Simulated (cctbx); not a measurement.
# A crystallographic session in cctbx: Sn4N2O9

Library: cctbx 2025.11. The data are simulated by the first script.

## 1. Simulate the data

run.py:

```python
from cctbx import adptbx, crystal, miller, sgtbx, xray
from cctbx.array_family import flex
from iotbx.shelx import hklf
from scitbx import matrix
import scitbx.random

cs = crystal.symmetry(unit_cell=(7.438, 9.441, 14.787, 90, 111.85, 90), space_group_symbol='Hall: -P 2ybc')  # P2_1/c
atoms = [  # label, site, U (iso, or U11 U22 U33 U12 U13 U23 in A^2), occupancy
    ("Sn1", (0.0987, 0.8234, 0.8956), 0.0059, 1),
    ("Sn2", (0.3463, 0.5206, 0.117), 0.0062, 1),
    ("Sn3", (0.3562, 0.1613, 0.9041), 0.0056, 1),
    ("Sn4", (0.8401, 0.1223, 0.8297), 0.0055, 1),
    ("O1", (0.8864, 0.9591, 0.1138), 0.0107, 1),
    ("O2", (0.1932, 0.1099, 0.122), 0.0120, 1),
    ("O3", (0.9211, 0.9888, 0.3594), 0.0096, 1),
    ("O4", (0.5412, 0.4225, 0.7311), 0.0102, 1),
    ("O5", (0.1891, 0.3453, 0.9296), 0.0118, 1),
    ("O6", (0.7942, 0.0281, 0.6926), 0.0101, 1),
    ("O7", (0.5738, 0.8178, 0.3295), 0.0092, 1),
    ("O8", (0.0258, 0.6946, 0.2362), 0.0108, 1),
    ("O9", (0.5273, 0.6222, 0.4344), 0.0088, 1),
    ("N1", (0.4054, 0.341, 0.6444), 0.0107, 1),
    ("N2", (0.9236, 0.9201, 0.6612), 0.0101, 1),
]
xs = xray.structure(crystal_symmetry=cs)
for label, site, u, occ in atoms:
    u = adptbx.u_cif_as_u_star(cs.unit_cell(), u) if isinstance(u, tuple) else u
    xs.add_scatterer(xray.scatterer(label, site=site, u=u, occupancy=occ))
xs.set_inelastic_form_factors(0.71073, "sasaki")
xs.show_summary()
p1 = xs.expand_to_p1()
ms = miller.build_set(p1, anomalous_flag=True, d_min=0.8)
flex.set_random_seed(740787)
scitbx.random.set_random_seed(740787)
ms = ms.select(flex.random_double(ms.size()) < 0.8)
i = ms.structure_factors_from_scatterers(p1, algorithm="direct").f_calc().as_intensity_array().data()
i = i * 5000 / flex.max(i)
sig = flex.sqrt(i + flex.pow2(0.03 * i) + 8 ** 2)
noise = scitbx.random.variate(scitbx.random.normal_distribution())(i.size())
data = ms.array(data=i + sig * noise, sigmas=sig).set_observation_type_xray_intensity()
with open("data.hkl", "w") as f:
    data.export_as_shelx_hklf(f)
print("reflections written:", data.size(), " <I/sigma> = %.1f" % flex.mean(data.data() / data.sigmas()))
for h, a, b in list(data.sort("data"))[:12]:
    print("%4d%4d%4d %9.1f %7.1f" % (h + (a, b)))
```

```console
$ python run.py
```

```text
Number of scatterers: 15
At special positions: 0
Unit cell: (7.438, 9.441, 14.787, 90, 111.85, 90)
Space group: P 1 21/c 1 (No. 14)
reflections written: 6338  <I/sigma> = 6.8
   0   0   4    5120.2   166.0
   0   0  -4    4652.3   166.0
  -2   2   1    2970.2   104.1
   0  -3   1    2904.8   100.9
   2  -2  -1    2839.2   104.1
   2   2  -1    2838.2   104.1
  -2  -2   1    2813.3   104.1
   0   3   1    2769.6   100.9
   0  -3  -1    2766.9   100.9
  -3   0   8    2708.3    91.0
   0   3  -1    2700.0   100.9
   3   0  -8    2646.5    91.0
```

Run time: 0.37 s on 1 thread of Arm Neoverse N1 (shared host), peak memory 0.07 GiB.

## 2. Symmetry

run.py:

```python
from cctbx import crystal, sgtbx, statistics
from cctbx.array_family import flex
from iotbx.shelx import hklf

p1 = crystal.symmetry(unit_cell=(7.438, 9.441, 14.787, 90, 111.85, 90), space_group_symbol="P 1")
raw = hklf.reader(file_name="data.hkl").as_miller_arrays(crystal_symmetry=p1, anomalous=True)[0]
print(raw.size(), "reflections to d = %.3f A" % raw.d_min())
isig = raw.data() / raw.sigmas()
print("centring   violations  <I/sigma> of those")
best = "P"
for c in "ABCIRF":
    a = raw.customized_copy(space_group_info=sgtbx.space_group_info("Hall: %s 1" % c)).sys_absent_flags().data()
    m = flex.mean(isig.select(a))
    print("%5s %10d of %5d %8.1f" % (c, (isig.select(a) > 4).count(True), a.count(True), m))
    if (isig.select(a) > 4).count(True) < 0.01 * a.count(True):
        best = c
raw = raw.select(~raw.customized_copy(space_group_info=sgtbx.space_group_info("Hall: %s 1" % best)).sys_absent_flags().data())
isig = raw.data() / raw.sigmas()
rows = []
for s in sgtbx.space_group_symbol_iterator():
    g = sgtbx.space_group(s)
    if g.conventional_centring_type_symbol() != best or not g.is_compatible_unit_cell(p1.unit_cell(), 1e-3, 0.02):
        continue
    rows.append((s, g))
print("Laue class    unique    Rint  (classes that these axes allow; Friedel mates merged)")
rint = {}
for s, g in rows:
    laue = g.build_derived_patterson_group()
    key = laue.type().hall_symbol()
    if key not in rint:
        m = raw.customized_copy(space_group_info=laue.info(), anomalous_flag=False).merge_equivalents()
        rint[key] = m.r_int()
        print("%-14s %6d %7.3f" % (laue.type().lookup_symbol(), m.array().size(), m.r_int()))
floor = min(rint.values())
good = [(s, g) for s, g in rows if rint[g.build_derived_patterson_group().type().hall_symbol()] < 2 * floor + 0.03]
top = max(g.build_derived_patterson_group().order_z() for s, g in good)
print("space group    extra absences  I>4sigma  <I/sigma>")
for s, g in good:
    laue = g.build_derived_patterson_group()
    if laue.order_z() != top:
        continue
    a = raw.customized_copy(space_group_info=g.info()).sys_absent_flags().data()
    a &= ~raw.customized_copy(space_group_info=laue.info()).sys_absent_flags().data()
    bad = (isig.select(a) > 4).count(True)
    if bad <= 0.03 * a.count(True):
        print("%-16s %8d %10d %9s  %s" % (s.universal_hermann_mauguin(), a.count(True), bad, "%.1f" % flex.mean(isig.select(a)) if a.count(True) else "-", "centric" if g.is_centric() else "acentric"))
laue = max(good, key=lambda t: t[1].build_derived_patterson_group().order_z())[1].build_derived_patterson_group()
f = raw.customized_copy(space_group_info=laue.info(), anomalous_flag=False).merge_equivalents().array().eliminate_sys_absent().f_sq_as_f()
f.set_observation_type_xray_amplitude()
bins = max(3, min(8, f.size() // 12))
f.setup_binner(n_bins=bins)
w = statistics.wilson_plot(f, {e: n / laue.order_z() for e, n in {'Sn': 16.0, 'O': 36.0, 'N': 8.0}.items()}, e_statistics=True)
print("Wilson B = %.2f A^2   <|E^2-1|> = %.3f (0.968 centric, 0.736 acentric)   E^2>4: %.1f %%" % (w.wilson_b, w.mean_e_sq_minus_1, w.percent_e_sq_gt_2))
print("shell (A)         n   <I/sigma>")
m = raw.customized_copy(space_group_info=laue.info(), anomalous_flag=False).merge_equivalents().array().eliminate_sys_absent()
for b in m.setup_binner(n_bins=bins).range_used():
    sel = m.binner().selection(b)
    print("%5.2f - %4.2f %6d %8.1f" % (min(m.binner().bin_d_range(b)[0] if m.binner().bin_d_range(b)[0] > 0 else 99, 99), m.binner().bin_d_range(b)[1], sel.count(True), flex.mean((m.data() / m.sigmas()).select(sel))))
```

```console
$ python run.py
```

```text
6338 reflections to d = 0.800 A
centring   violations  <I/sigma> of those
    A       1704 of  3161      6.4
    B       1828 of  3175      6.9
    C       1874 of  3162      7.1
    I       1756 of  3150      6.7
    R       2369 of  4262      6.8
    F       2703 of  4749      6.8
Laue class    unique    Rint  (classes that these axes allow; Friedel mates merged)
P -1             3779   0.054
P 1 2/m 1        2087   0.062
space group    extra absences  I>4sigma  <I/sigma>
P 1 2 1                 0          0         -  acentric
P 1 21 1               11          0      -0.3  acentric
P 1 m 1                 0          0         -  acentric
P 1 c 1               203          0       0.0  acentric
P 1 2/m 1               0          0         -  centric
P 1 21/m 1             11          0      -0.3  centric
P 1 2/c 1             203          0       0.0  centric
P 1 21/c 1            214          0       0.0  centric
Wilson B = 0.46 A^2   <|E^2-1|> = 0.913 (0.968 centric, 0.736 acentric)   E^2>4: 4.0 %
shell (A)         n   <I/sigma>
13.73 - 1.60    279     14.6
 1.60 - 1.27    257     13.1
 1.27 - 1.11    267     11.8
 1.11 - 1.01    263     10.6
 1.01 - 0.94    248     10.0
 0.94 - 0.88    266      9.3
 0.88 - 0.84    241      8.2
 0.84 - 0.80    266      8.0
```

Time: 0.37 s.

## 3. Charge flipping

run.py:

```python
import itertools
from cctbx import crystal, maptbx
from cctbx.array_family import flex
from iotbx.shelx import hklf
from smtbx.ab_initio import charge_flipping as cf

cs = crystal.symmetry(unit_cell=(7.438, 9.441, 14.787, 90, 111.85, 90), space_group_symbol='Hall: -P 2ybc')  # P2_1/c
raw = hklf.reader(file_name="data.hkl").as_miller_arrays(crystal_symmetry=cs, anomalous=True)[0]
merged = raw.eliminate_sys_absent().merge_equivalents()
fo2 = merged.array().set_observation_type_xray_intensity()
f = fo2.average_bijvoet_mates().f_sq_as_f().resolution_filter(d_min=0.8)
p1 = f.expand_to_p1()
work = p1
flex.set_random_seed(19539)
it = cf.weak_reflection_improved_iterator(delta=None, weak_reflection_fraction=0.1)
it.start(work, phases=flex.random_double(p1.size()) * 6.2832, f_000=0)
it.delta = 0.9 * it.rho_map.sigma()
print("cycle      R  skewness")
for n, st in enumerate(itertools.islice(it, 200)):
    if n % 16 == 0:
        print("%5d %6.3f %8.2f" % (n, st.r1_factor(), st.rho_map.skewness()))
rho = p1.phase_transfer(it.f_calc).fft_map().apply_volume_scaling()
polish = cf.low_density_elimination_iterator(constant_rho_c=rho.sigma())
polish.start(f_obs=p1, phases=it.f_calc, f_000=0)
for _ in range(8):
    next(polish)
print("origin shift          correlation  skewness")
maps = []
for fc, shift, cc in itertools.islice(cf.f_calc_symmetrisations(f, polish.f_calc, 0), 4):
    m = f.phase_transfer(fc).fft_map(symmetry_flags=maptbx.use_space_group_symmetry, resolution_factor=0.25).apply_sigma_scaling()
    maps.append((m.skewness(), cc, m))
    print("%6.3f %6.3f %6.3f %10.3f %9.2f" % (tuple(shift) + (cc, m.skewness())))
skew, cc, m = max((t for t in maps if t[1] > maps[0][1] - 0.04), key=lambda t: t[0])
print("taken: symmetry correlation %.3f, skewness %.2f" % (cc, skew))
peaks = m.peak_search(parameters=maptbx.peak_search_parameters(min_distance_sym_equiv=0.9, max_clusters=20)).all()
sps = cs.special_position_settings(min_distance_sym_equiv=0.5)
print("peak      x       y       z  mult  height/sigma")
for k, (x, h) in enumerate(zip(peaks.sites(), peaks.heights())):
    ss = sps.site_symmetry(x)
    print("Q%-3d %7.4f %7.4f %7.4f %4d %8.1f" % ((k + 1,) + tuple(t % 1 for t in ss.exact_site()) + (ss.multiplicity(), h)))
```

```console
$ python run.py
```

```text
cycle      R  skewness
    0  0.635     0.25
   16  0.433     1.59
   32  0.424     1.78
   48  0.430     1.87
   64  0.425     2.03
   80  0.430     2.18
   96  0.440     2.25
  112  0.443     2.65
  128  0.443     3.88
  144  0.322     7.11
  160  0.331     7.03
  176  0.333     6.96
  192  0.328     6.81
origin shift          correlation  skewness
 0.229  0.115  0.350      0.774      0.74
 0.427  0.249  0.297      0.769      0.88
 0.222  0.249  0.348      0.764      0.75
 0.457  0.121  0.301      0.773      0.81
taken: symmetry correlation 0.769, skewness 0.88
peak      x       y       z  mult  height/sigma
Q1    0.3794  0.6485  0.4956    4      7.3
Q2    0.1595  0.9939  0.6860    4      5.3
Q3    0.1435  0.1337  0.1971    4      5.2
Q4    0.4579  0.0856  0.7734    4      4.7
Q5    0.3009  0.1936  0.9964    4      4.7
Q6    0.3462  0.0218  0.6357    4      4.5
Q7    0.1029  0.2045  0.9125    4      4.4
Q8    0.0447  0.9941  0.4354    4      4.3
Q9    0.0938  0.5799  0.2804    4      4.2
Q10   0.0137  0.2228  0.7630    4      4.2
Q11   0.1500  0.1458  0.0500    4      4.1
Q12   0.2739  0.6480  0.1638    4      4.0
Q13   0.4477  0.6693  0.7649    4      4.0
Q14   0.2601  0.6688  0.7147    4      3.9
Q15   0.4412  0.2014  0.1448    4      3.8
Q16   0.0000  0.0000  0.5000    2      3.8
Q17   0.3631  0.6591  0.3069    4      3.7
Q18   0.0212  0.1954  0.3348    4      3.7
Q19   0.3059  0.0312  0.4935    4      3.7
Q20   0.4690  0.1988  0.3394    4      3.7
```

Time: 0.78 s.

## 4. Refinement (model from the peaks)

run.py:

```python
import math
from cctbx import adptbx, crystal, maptbx, sgtbx, xray
from cctbx.array_family import flex
from cctbx.xray import observations
from iotbx.shelx import hklf
from scitbx.lstbx import normal_eqns_solving
from smtbx import absolute_structure, utils
from smtbx.refinement import constraints, least_squares

cs = crystal.symmetry(unit_cell=(7.438, 9.441, 14.787, 90, 111.85, 90), space_group_symbol='Hall: -P 2ybc')  # P2_1/c
atoms = [  # label, site, U (iso, or U11 U22 U33 U12 U13 U23 in A^2), occupancy
    ("Sn1", (0.3794, 0.6485, 0.4956), 0.0200, 1),
    ("Sn2", (0.1595, 0.9939, 0.686), 0.0200, 1),
    ("Sn3", (0.1435, 0.1337, 0.1971), 0.0200, 1),
    ("Sn4", (0.4579, 0.0856, 0.7734), 0.0200, 1),
]
xs = xray.structure(crystal_symmetry=cs)
for label, site, u, occ in atoms:
    u = adptbx.u_cif_as_u_star(cs.unit_cell(), u) if isinstance(u, tuple) else u
    xs.add_scatterer(xray.scatterer(label, site=site, u=u, occupancy=occ))
xs.set_inelastic_form_factors(0.71073, "sasaki")
raw = hklf.reader(file_name="data.hkl").as_miller_arrays(crystal_symmetry=cs, anomalous=True)[0]
merged = raw.eliminate_sys_absent().merge_equivalents()
fo2 = merged.array().set_observation_type_xray_intensity()
print("Rint %.3f, %d unique reflections to %.2f A" % (merged.r_int(), fo2.size(), fo2.d_min()))
for sc in xs.scatterers():
    sc.flags.set_grad_site(True)
    sc.flags.set_grad_u_aniso(sc.flags.use_u_aniso())
    sc.flags.set_grad_u_iso(sc.flags.use_u_iso())
obs = fo2.as_xray_observations()
extra = {}
rep = constraints.reparametrisation(xs, [], utils.connectivity_table(xs), **extra)
ls = least_squares.crystallographic_ls(obs, rep, weighting_scheme=least_squares.mainstream_shelx_weighting(a=0, b=0))
print("cycle     R1     wR2    GooF  max shift (A)")
for cycle in range(6):
    ls.build_up()
    r1, wr2, goof = ls.r1_factor(cutoff_factor=2)[0], ls.wR2(), ls.goof()
    old = xs.sites_cart()
    normal_eqns_solving.levenberg_marquardt_iterations(ls, n_max_iterations=3, tau=0.0001, step_threshold=1e-7)
    big = flex.max((xs.sites_cart() - old).norms())
    print("%4d %7.4f %7.4f %7.3f %9.5f" % (cycle + 1, r1, wr2, goof, big))
    ls.build_up(objective_only=True)
    if abs(ls.wR2() - wr2) < 5e-5 and big < 5e-4:
        break
ls.build_up()
print("final R1 %.4f wR2 %.4f GooF %.3f  parameters %d  data/parameter %.1f" % (ls.r1_factor(cutoff_factor=2)[0], ls.wR2(), ls.goof(), ls.n_parameters, fo2.size() / ls.n_parameters))
cov = ls.covariance_matrix_and_annotations()
su = dict(zip(cov.annotations, (math.sqrt(max(v, 0)) for v in cov.matrix.matrix_packed_u_diagonal())))
a2 = cs.unit_cell().reciprocal_parameters()[0] ** -2
print("atom        x        y        z      Ueq    occ   su(xyz)  su(Uiso or U11)")
for sc in xs.scatterers():
    s = max(su.get(sc.label + k, 0) for k in (".x", ".y", ".z"))
    npd = "" if sc.is_positive_definite_u(cs.unit_cell()) else "  NPD"
    print("%-5s %8.5f %8.5f %8.5f %8.4f %6.3f %8.5f %7.4f%s" % ((sc.label,) + sc.site + (sc.u_iso_or_equiv(cs.unit_cell()), sc.occupancy, s, su.get(sc.label + ".uiso", su.get(sc.label + ".u11", 0) * a2), npd)))
fo = fo2.f_sq_as_f()
fc = fo.structure_factors_from_scatterers(xs, algorithm="direct").f_calc()
diff = fo.f_obs_minus_f_calc(1 / math.sqrt(ls.scale_factor()), fc).average_bijvoet_mates()
m = diff.fft_map(symmetry_flags=maptbx.use_space_group_symmetry, resolution_factor=0.25).apply_volume_scaling()
print("difference map: max %.2f min %.2f rms %.2f" % (m.statistics().max(), m.statistics().min(), m.statistics().sigma()))
peaks = m.peak_search(parameters=maptbx.peak_search_parameters(min_distance_sym_equiv=0.6, max_clusters=16)).all()
near = xs.closest_distances(peaks.sites(), distance_cutoff=4)
sps = cs.special_position_settings(min_distance_sym_equiv=0.5)
for k, (x, h) in enumerate(zip(peaks.sites(), peaks.heights())):
    ss = sps.site_symmetry(x)
    print("Q%-3d %7.4f %7.4f %7.4f %4d %7.2f  %.2f A from %s" % ((k + 1,) + tuple(t % 1 for t in ss.exact_site()) + (ss.multiplicity(), h, near.smallest_distances[k], xs.scatterers()[near.i_seqs[k]].label)))
```

```console
$ python run.py
```

```text
Rint 0.061, 1959 unique reflections to 0.80 A
cycle     R1     wR2    GooF  max shift (A)
   1  0.7312  0.9491  14.810   0.22600
   2  0.6557  0.9124  14.237   0.08843
   3  0.6521  0.9098  14.197   0.05616
   4  0.6502  0.9088  14.181   0.02502
   5  0.6488  0.9085  14.177   0.01073
   6  0.6483  0.9085  14.176   0.00426
final R1 0.6734 wR2 0.9215 GooF 14.379  parameters 16  data/parameter 122.4
atom        x        y        z      Ueq    occ   su(xyz)  su(Uiso or U11)
Sn1    0.36894  0.64275  0.49480   0.0227  1.000  0.00459  0.0081
Sn2    0.19661  0.98233  0.70365   0.0075  1.000  0.00452  0.0063
Sn3    0.17643  0.12726  0.19567   0.0056  1.000  0.00442  0.0059
Sn4    0.44007  0.06847  0.76637   0.0102  1.000  0.00431  0.0062
difference map: max 149.32 min -67.08 rms 15.23
Q1    0.3653  0.6448  0.4965    4  153.74  0.05 A from Sn1
Q2    0.1972  0.5153  0.2055    4  131.47  0.03 A from Sn2
Q3    0.4474  0.0696  0.7679    4  130.95  0.05 A from Sn4
Q4    0.1711  0.1357  0.1935    4  130.21  0.09 A from Sn3
Q5    0.0532  0.1771  0.0240    4   80.98  2.40 A from Sn3
Q6    0.0824  0.5267  0.7994    4   70.37  2.10 A from Sn2
Q7    0.0949  0.1596  0.7848    4   70.11  2.34 A from Sn2
Q8    0.3082  0.6090  0.2314    4   66.25  1.16 A from Sn2
Q9    0.3555  0.2109  0.7799    4   61.99  1.53 A from Sn4
Q10   0.3751  0.6765  0.2810    4   61.57  2.05 A from Sn2
Q11   0.2164  0.1725  0.9840    4   58.47  2.99 A from Sn1
Q12   0.3095  0.0503  0.2222    4   56.11  1.17 A from Sn3
Q13   0.3873  0.5114  0.7814    4   55.08  1.76 A from Sn4
Q14   0.0608  0.7304  0.5169    4   54.98  2.57 A from Sn1
Q15   0.9893  0.2209  0.7475    4   51.70  2.32 A from Sn3
Q16   0.3242  0.6278  0.0012    4   50.59  2.20 A from Sn1
```

Time: 0.65 s.

Figures of merit this high mean that the model is still wrong or incomplete.

## 5. Refinement (atoms added from the difference map)

run.py, as its changes from the last script of this kind:

```diff
@@ -12,4 +12,12 @@
-    ("Sn1", (0.3794, 0.6485, 0.4956), 0.0200, 1),
-    ("Sn2", (0.1595, 0.9939, 0.686), 0.0200, 1),
-    ("Sn3", (0.1435, 0.1337, 0.1971), 0.0200, 1),
-    ("Sn4", (0.4579, 0.0856, 0.7734), 0.0200, 1),
+    ("Sn1", (0.36894, 0.64275, 0.4948), 0.0227, 1),
+    ("Sn2", (0.19661, 0.98233, 0.70365), 0.0075, 1),
+    ("Sn3", (0.17643, 0.12726, 0.19567), 0.0056, 1),
+    ("Sn4", (0.44007, 0.06847, 0.76637), 0.0102, 1),
+    ("O1", (0.0532, 0.1771, 0.024), 0.0200, 1),
+    ("O2", (0.0824, 0.5267, 0.7994), 0.0200, 1),
+    ("O3", (0.0949, 0.1596, 0.7848), 0.0200, 1),
+    ("O4", (0.3082, 0.609, 0.2314), 0.0200, 1),
+    ("O5", (0.3555, 0.2109, 0.7799), 0.0200, 1),
+    ("O6", (0.2164, 0.1725, 0.984), 0.0200, 1),
+    ("N1", (0.3095, 0.0503, 0.2222), 0.0200, 1),
+    ("N2", (0.3242, 0.6278, 0.0012), 0.0200, 1),
@@ -60 +68 @@
-peaks = m.peak_search(parameters=maptbx.peak_search_parameters(min_distance_sym_equiv=0.6, max_clusters=16)).all()
+peaks = m.peak_search(parameters=maptbx.peak_search_parameters(min_distance_sym_equiv=0.6, max_clusters=8)).all()
```

```console
$ python run.py
```

```text
Rint 0.061, 1959 unique reflections to 0.80 A
cycle     R1     wR2    GooF  max shift (A)
   1  0.6473  0.9072  14.274   1.39518
   2  0.6392  0.9023  14.197   0.70220
   3  0.6508  0.9090  14.303   1.70916
   4  0.6354  0.8967  14.110   1.01615
   5  0.6341  0.8978  14.127   0.59025
   6  0.6360  0.8981  14.130   1.01183
final R1 0.6480 wR2 0.9065 GooF 14.264  parameters 48  data/parameter 40.8
atom        x        y        z      Ueq    occ   su(xyz)  su(Uiso or U11)
Sn1    0.37049  0.63955  0.49546   0.0144  1.000  0.00400  0.0067
Sn2    0.19910  0.98109  0.70397   0.0022  1.000  0.00390  0.0054
Sn3    0.17783  0.12720  0.19517   0.0006  1.000  0.00405  0.0051
Sn4    0.43976  0.06898  0.76579   0.0036  1.000  0.00372  0.0054
O1     0.08007  0.09722 -0.04605   0.0099  1.000  0.03844  0.0587
O2     0.07925  0.57763  0.76875   0.0118  1.000  0.03824  0.0576
O3     0.02238  0.32206  0.78364   0.0339  1.000  0.05311  0.0825
O4     0.33211  0.66173  0.22205   0.0464  1.000  0.06214  0.1072
O5     0.28009  0.17093  0.69988   0.0001  1.000  0.03236  0.0442
O6     0.13127  0.15547  0.86870   0.1310  1.000  0.11477  0.2883
N1     0.25925  0.11887  0.18685   0.0354  1.000  0.07975  0.1115
N2     0.30630  0.62988 -0.00678   0.0826  1.000  0.11503  0.2099
difference map: max 135.63 min -63.51 rms 15.08
Q1    0.3687  0.6439  0.4973    4  137.60  0.05 A from Sn1
Q2    0.4439  0.0716  0.7661    4  122.01  0.04 A from Sn4
Q3    0.1998  0.5173  0.2057    4  112.17  0.03 A from Sn2
Q4    0.1720  0.1357  0.1932    4  107.81  0.09 A from Sn3
Q5    0.0881  0.1579  0.7993    4   73.07  0.95 A from O6
Q6    0.3648  0.2222  0.7845    4   71.33  1.27 A from O5
Q7    0.0580  0.1784  0.0224    4   70.36  1.33 A from O1
Q8    0.0742  0.5304  0.8054    4   64.56  0.71 A from O2
```

Time: 0.68 s.

Figures of merit this high mean that the model is still wrong or incomplete.

[Logs are printed without paths, hosts, clocks, repeated set-up lines and the standing remarks that a program may print on its own settings, such as how far it seeks lower states.]
